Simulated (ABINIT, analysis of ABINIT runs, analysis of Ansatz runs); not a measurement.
# S on a Se site in ZnSe: local vibrational mode, PBE (ABINIT), part 2 of 2

How near does this set-up come to the measured local vibrational mode? Subject: S on a Se site in ZnSe. Set-up: PBE, JTH 2.0 PBE, cutoffs x 0.85, 32-site cell, PBE lattice, k: 2x2x2 shifted. The model is a cell of 32 host atoms with 1 Se taken out and 1 S put in. The frequencies come from force constants among the defect atom and its neighbours, with the masses of the isotopes named. This set-up takes another basis size than the usual one.

ABINIT 10.8.3; PBE, JTH 2.0 PBE, cutoffs x 0.85, 32-site cell, PBE lattice, k: 2x2x2 shifted.

So far: Starting point; Relaxation, charge 0.

### 3. Atom Zn7 moved by 0.015 A along x

Force constants come from the forces after small displacements; symmetry gives the rest. One such run is shown.

This step: ABINIT plane-wave DFT, PBE, JTH 2.0 PBE potentials; single point of a defect supercell.

Contents of run.abi:

```
# S on a Se site in ZnSe
acell 3*1.0 Angstrom
rprim
    -5.729181772    5.729181772   -5.729181772
     5.729181772    5.729181772    5.729181772
     5.729181772   -5.729181772   -5.729181772
natom 32
ntypat 3
znucl 30 34 16
typat 1 1 1 1 1 1 1 1 1 1 1 1 1 1 1 1 2 2 2 2 2 2 2 2 2 2 2 3 2 2 2 2
xred
     0.000502263    0.001140071    0.000490045
     0.000463875    0.250473331    0.751149396
[... 4 atom lines left out ...]
     0.258610362    0.509931685    0.259935003
[... 1 atom line left out ...]
     0.499905028   -0.009390783    0.499881336
[... 2 atom lines left out ...]
     0.499897683    0.749908944    0.740529116
[... 3 atom lines left out ...]
     0.740599146    0.749841848    0.499897175
    -0.002768526   -0.001583411    0.748416432
[... 6 atom lines left out ...]
     0.251668300    0.750123386    0.748992446
     0.500141789   -0.001034569    0.251616135
[... 1 atom line left out ...]
     0.500128559    0.501674901    0.749019761
     0.499669169    0.749655371    0.499602782
     0.748429329   -0.001595108   -0.002741599
     0.748409245    0.247264200    0.748415298
[... 1 atom line left out ...]
     0.748972016    0.750155115    0.251666197
pseudos "Zn.xml, Se.xml, S.xml"
ecut 14.7
pawecutdg 40.0
kptopt 2
ngkpt 2 2 2
nshiftk 1
shiftk 0.5 0.5 0.5
nsym 1
chkprim 0
maxnsym 12000
nband 150
occopt 3
tsmear 0.01 eV
nstep 100
diemac 4.0
tolvrs 1e-9
optforces 1
nbdbuf 2
iomode 3
prtwf 0
prteig 0
prtebands 0
prtden 0
```

On the command line:

```sh
$ OMP_NUM_THREADS=1 abinit run.abi > run.log
```

Numbers of over 12 decimals in the logs are rounded to 6 here.

The log of the run:

```text
Symmetries : space group P1 (#  1); Bravais aP (primitive triclinic)
================================================================================
 Values of the parameters that define the memory need of the present run
     intxc =       0    ionmov =       0      iscf =      17    lmnmax =      18
     lnmax =       6     mgfft =      72  mpssoang =       3    mqgrid =    4360
     natom =      32  nloc_mem =       2    nspden =       1   nspinor =       1
    nsppol =       1      nsym =       1    n1xccc =       1    ntypat =       3
    occopt =       3   xclevel =       2
-    mband =         150        mffmem =           1         mkmem =           4
       mpw =       13700          nfft =      373248          nkpt =           4
 PAW method is used; the additional fine FFT grid is defined by:
   mgfftf=       108    nfftf =   1259712
================================================================================
  Rough estimation (10% accuracy) of disk space for files :
_ WF disk file :    125.429 Mbytes ; DEN or POT disk file :      9.613 Mbytes.
================================================================================

--------------------------------------------------------------------------------
------------- Echo of variables that govern the present computation ------------
--------------------------------------------------------------------------------
-
- outvars: echo of selected default values
-   iomode0 =  0 , fftalg0 =312 , wfoptalg0 = 10
-
- outvars: echo of global parameters not present in the input file
-  max_nthreads =    1
-
 -outvars: echo values of preprocessed input variables --------
-          iomode           3
            acell      1.8897261259E+00  1.8897261259E+00  1.8897261259E+00 Bohr
              amu      6.53900000E+01  7.89600000E+01  3.20660000E+01
          chkprim           0
           diemac      4.00000000E+00
             ecut      1.47000000E+01 Hartree
-          fftalg         312
              ixc     -101130
              kpt      2.50000000E-01  2.50000000E-01  2.50000000E-01
                      -2.50000000E-01  2.50000000E-01  2.50000000E-01
                       2.50000000E-01 -2.50000000E-01  2.50000000E-01
                      -2.50000000E-01 -2.50000000E-01  2.50000000E-01
           kptopt           2
         kptrlatt        2    0    0      0    2    0      0    0    2
          kptrlen      3.75043888E+01
          maxnsym    ***
            natom          32
            nband         150
           nbdbuf           2
            ngfft          72      72      72
          ngfftdg         108     108     108
             nkpt           4
            nstep         100
             nsym           1
           ntypat           3
              occ      2.000000  2.000000  2.000000  2.000000  2.000000  2.000000
                       2.000000  2.000000  2.000000  2.000000  2.000000  2.000000
                       2.000000  2.000000  2.000000  2.000000  2.000000  2.000000
                       2.000000  2.000000  2.000000  2.000000  2.000000  2.000000
                       2.000000  2.000000  2.000000  2.000000  2.000000  2.000000
                       2.000000  2.000000  2.000000  2.000000  2.000000  2.000000
                       2.000000  2.000000  2.000000  2.000000  2.000000  2.000000
                       2.000000  2.000000  2.000000  2.000000  2.000000  2.000000
                       2.000000  2.000000  2.000000  2.000000  2.000000  2.000000
                       2.000000  2.000000  2.000000  2.000000  2.000000  2.000000
                       2.000000  2.000000  2.000000  2.000000  2.000000  2.000000
[...]
occopt           3
        optforces           1
        pawecutdg      4.00000000E+01 Hartree
           prtden           0
        prtebands           0
           prteig           0
            prtwf           0
            rprim     -5.7291817720E+00  5.7291817720E+00 -5.7291817720E+00
                       5.7291817720E+00  5.7291817720E+00  5.7291817720E+00
                       5.7291817720E+00 -5.7291817720E+00 -5.7291817720E+00
           shiftk      5.00000000E-01  5.00000000E-01  5.00000000E-01
          spgroup           1
           tolvrs      1.00000000E-09
           tsmear      3.67493222E-04 Hartree
            typat      1  1  1  1  1  1  1  1  1  1  1  1  1  1  1  1  2  2  2  2
                       2  2  2  2  2  2  2  3  2  2  2  2
           useylm           1
              wtk        0.25000    0.25000    0.25000    0.25000
           xangst      6.4616748491E-03  6.6016731349E-03  8.4656108618E-04
                       5.7358210458E+00 -2.8658065611E+00 -2.8711218095E+00
                       5.7373708524E+00  2.0799851715E-03  6.3421412006E-03
                       5.7386386402E+00  2.8586344104E+00  2.8626977638E+00
                       2.8640848331E+00 -2.8726421796E+00 -5.7217495967E+00
                       2.8585034356E+00  1.9769687541E-03 -2.8731240668E+00
[...]
xcart      1.2210795779E-02  1.2475354198E-02  1.5997686017E-03
[...]
xred      5.0226300000E-04  1.1400710000E-03  4.9004500000E-04
[...]
znucl       30.00000   34.00000   16.00000

[...]
32     -0.00420474     0.000837971    -0.000564132
 frms,max,avg= 9.8892156E-03 7.4487007E-02  -1.524E-04 -6.427E-05  1.076E-04 e/A
 length scales=  1.889726125908  1.889726125908  1.889726125908 bohr
              =  1.000000000000  1.000000000000  1.000000000000 angstroms
 Fermi (or HOMO) energy (hartree) =   0.15465   Average Vxc (hartree)=  -0.33093
 Eigenvalues (hartree) for nkpt=   4  k points:
 kpt#   1, nband=150, wtk=  0.25000, kpt=  0.2500  0.2500  0.2500 (reduced coord)
[...]
occupation numbers for kpt#   1
[...]
2.00000    2.00000    2.00000    2.00000    2.00000    2.00000    2.00000    2.00000
   2.00000    2.00000    2.00000    2.00000    2.00000    2.00000    2.00000    2.00000
   2.00000    2.00000    2.00000    2.00000    2.00000    2.00000    2.00000    2.00000
   2.00000    2.00000    2.00000    2.00000    2.00000    2.00000    2.00000    2.00000
   2.00000    2.00000    2.00000    2.00000    2.00000    2.00000    2.00000    2.00000
[...]
prteigrs : prtvol=0 or 1, do not print more k-points.

iteration_state     : {dtset: 1, }
comment             : Components of total free energy in Hartree
kinetic             :  1.59577146671057E+02
hartree             :  3.59297042662153E+02
xc                  : -1.25941986569621E+02
Ewald energy        : -6.94842538248831E+02
psp_core            :  3.42166291925176E+01
local_psp           : -1.22893595663289E+03
PAW spherical_terms :  3.12834181782176E+02
internal            : -1.18379548114344E+03
'-kT*entropy'       :  4.51177492314740E-15
total_energy        : -1.18379548114344E+03
total_energy_eV     : -3.22127160736412E+04

iteration_state     : {dtset: 1, }
comment             : '"Double-counting" decomposition of free energy'
band_energy         : -3.41017210630249E+01
Ewald energy        : -6.94842538248831E+02
psp_core            :  3.42166291925176E+01
xc_dc               : -3.94198816616499E+02
PAW spherical_terms : -9.48690199844603E+01
internal            : -1.18379546672030E+03
'-kT*entropy'       :  4.51177492314740E-15
total_energy_dc     : -1.18379546672030E+03
total_energy_dc_eV  : -3.22127156811674E+04

iteration_state     : {dtset: 1, }
comment             : 'Components of total free energy, including PAW core contributions'
Total energy        : -6.55883383656921E+04
Total energy DC     : -6.55883383512690E+04
Total energy (eV)   : -1.78474960850094E+06
Total energy DC (eV): -1.78474960810847E+06

 Cartesian components of stress tensor (hartree/bohr^3)
  sigma(1 1)=  1.75258825E-05  sigma(3 2)=  3.83134012E-07
  sigma(2 2)=  1.75018167E-05  sigma(3 1)= -3.64525034E-08
  sigma(3 3)=  1.75003205E-05  sigma(2 1)=  5.13404254E-08

-Cartesian components of stress tensor (GPa)         [Pressure= -5.1514E-01 GPa]
- sigma(1 1)=  5.15629264E-01  sigma(3 2)=  1.12721918E-02
- sigma(2 2)=  5.14921225E-01  sigma(3 1)= -1.07246968E-03
- sigma(3 3)=  5.14877205E-01  sigma(2 1)=  1.51048747E-03

== END DATASET(S) ==============================================================
================================================================================

 -outvars: echo values of variables after computation  --------
-          iomode           3
            acell      1.8897261259E+00  1.8897261259E+00  1.8897261259E+00 Bohr
              amu      6.53900000E+01  7.89600000E+01  3.20660000E+01
          chkprim           0
           diemac      4.00000000E+00
             ecut      1.47000000E+01 Hartree
           etotal     -1.1837954667E+03
            fcart      9.9778471845E-05  7.6165505922E-05 -6.9059467355E-05
[...]
-          fftalg         312
              ixc     -101130
              kpt      2.50000000E-01  2.50000000E-01  2.50000000E-01
[...]
kptopt           2
         kptrlatt        2    0    0      0    2    0      0    0    2
          kptrlen      3.75043888E+01
          maxnsym    ***
            natom          32
            nband         150
           nbdbuf           2
            ngfft          72      72      72
          ngfftdg         108     108     108
             nkpt           4
            nstep         100
             nsym           1
           ntypat           3
              occ      2.000000  2.000000  2.000000  2.000000  2.000000  2.000000
[...]
2.000000  2.000000  2.000000  2.000000  2.000000  2.000000
                       2.000000  2.000000  2.000000  2.000000  2.000000  2.000000
                       2.000000  2.000000  2.000000  2.000000  2.000000  2.000000
                       2.000000  2.000000  2.000000  2.000000  2.000000  2.000000
                       0.000000  0.000000  0.000000  0.000000  0.000000  0.000000
           occopt           3
        optforces           1
        pawecutdg      4.00000000E+01 Hartree
           prtden           0
        prtebands           0
           prteig           0
            prtwf           0
            rprim     -5.7291817720E+00  5.7291817720E+00 -5.7291817720E+00
[...]
shiftk      5.00000000E-01  5.00000000E-01  5.00000000E-01
          spgroup           1
           strten      1.7525882453E-05  1.7501816704E-05  1.7500320485E-05
[...]
tolvrs      1.00000000E-09
           tsmear      3.67493222E-04 Hartree
            typat      1  1  1  1  1  1  1  1  1  1  1  1  1  1  1  1  2  2  2  2
                       2  2  2  2  2  2  2  3  2  2  2  2
           useylm           1
              wtk        0.25000    0.25000    0.25000    0.25000
           xangst      6.4616748491E-03  6.6016731349E-03  8.4656108618E-04
[...]
xcart      1.2210795779E-02  1.2475354198E-02  1.5997686017E-03
[...]
xred      5.0226300000E-04  1.1400710000E-03  4.9004500000E-04
[...]
4.9966916900E-01  7.4965537100E-01  4.9960278200E-01
                       7.4842932900E-01 -1.5951080000E-03 -2.7415990000E-03
                       7.4840924500E-01  2.4726420000E-01  7.4841529800E-01
                       7.4903657300E-01  5.0163909000E-01  5.0016113100E-01
                       7.4897201600E-01  7.5015511500E-01  2.5166619700E-01
            znucl       30.00000   34.00000   16.00000

================================================================================
[key lines of the parts left out:]
pressure_GPa:  -5.1514E-01
```

It took 1.6 h on 1 MPI rank of Arm Neoverse V2, shared host; peak memory 0.71 GiB.

### 4. Local vibrational modes

Analysis of the runs above: force constants by central differences of ABINIT plane-wave DFT, PBE, JTH 2.0 PBE potentials forces among the atoms nearest to a defect, the others at rest.

The modes with the largest weight on the probed atoms (the light atom of a pair), for the masses of each isotope. Modes of the displaced atoms (local only where they lie over the host's phonons):

| isotopes | mode (cm⁻¹) | share of the defect atoms |
| --- | --- | --- |
| n | 255.2 | 0.814 |
| n | 255.2 | 0.814 |
| n | 255.2 | 0.814 |

### 5. Outcome

```yaml
distance_from_the_defect_atom_to_its_nearest_neighbour: 2.389 Å
threefold_local_mode_of_s: 255 cm⁻¹
```

In words: Threefold local mode of S: computed 255 cm⁻¹, measured 297 cm⁻¹; 42 cm⁻¹ (14 %) below the measurement. Only the named neighbours move, so modes near the host's band are approximate.

[Logs are printed without paths, hosts, clocks, repeated set-up lines and the standing remarks that a program may print on its own settings, such as how far it seeks lower states.]

[Hosts, paths, dates, database ids (printed as entryN), source tags and the programs' standing remarks are cut or masked in the printed files.]

[For some hosts the program warned that the k-mesh of the response run may be too coarse for force constants and the static dielectric constant; such warnings are not shown here.]
